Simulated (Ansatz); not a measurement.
An input for Ansatz 0.2.0 (LiF (Griceite)):

```yaml
crystal:
  lattice:
    - [0.0, 2.014, 2.014]
    - [2.014, 0.0, 2.014]
    - [2.014, 2.014, 0.0]
  atoms:
    - { symbol: Li, position: [0.0, 0.0, 0.0] }
    - { symbol: F, position: [0.5, 0.5, 0.5] }
kpoints:
  mp_grid: { grid: [8, 8, 8] }
hamiltonian:
  xc: { exchange: pbe, correlation: pbe, exx: { coeff: 0.6 } }
  pseudopotentials: { kind: paw, azcp: { folder: soft_1 } }
scf:
  occupations: { method: fixed }
gw:
  n_empty_bands: 68
  ecut_chi: 150.0
  qp_bands: [v2, c2]
  qp_kpoints: band_edges
  screening: { model: contour_deformation }
```

```sh
ansatz run input.yaml --threads 2 --pin off --max-ram 73728MiB --backend cuda --events-out ev --progress --plain --runs-dir out --devices 1 --max-vram 13GiB
```

Question: Estimate wall time and host memory on 1 × NVIDIA H100 80GB HBM3 (shared by 6 runs) with 2 threads of AMD EPYC 7R13 (Zen 3), shared host.

It took 39 s; on shared hardware allow 19 s to 77 s. Peak host memory was 1.2 GiB. The sizes that set the cost: 331 plane waves a state, 29 irreducible k points, 73 bands summed, 65 plane waves in the screening and 15 SCF cycles.

The screening grows as filled bands × empty bands × pairs of k points, times the square of the screening basis for the matrix.

[Paths, hosts, dates, memory and timing lines, banners, echoed tables and standing remarks are left out of the program output.]

[Logs are printed without paths, hosts, clocks, repeated set-up lines and the standing remarks that a program may print on its own settings, such as how far it seeks lower states.]

[Runs of the session that timed out or met a known fault of the program may be left out.]

[Cells called generated may have been cut or substituted from an entry of the Crystallography Open Database or the Materials Project.]

[Hosts, paths, dates, database ids (printed as entryN), source tags and the programs' standing remarks are cut or masked in the printed files.]
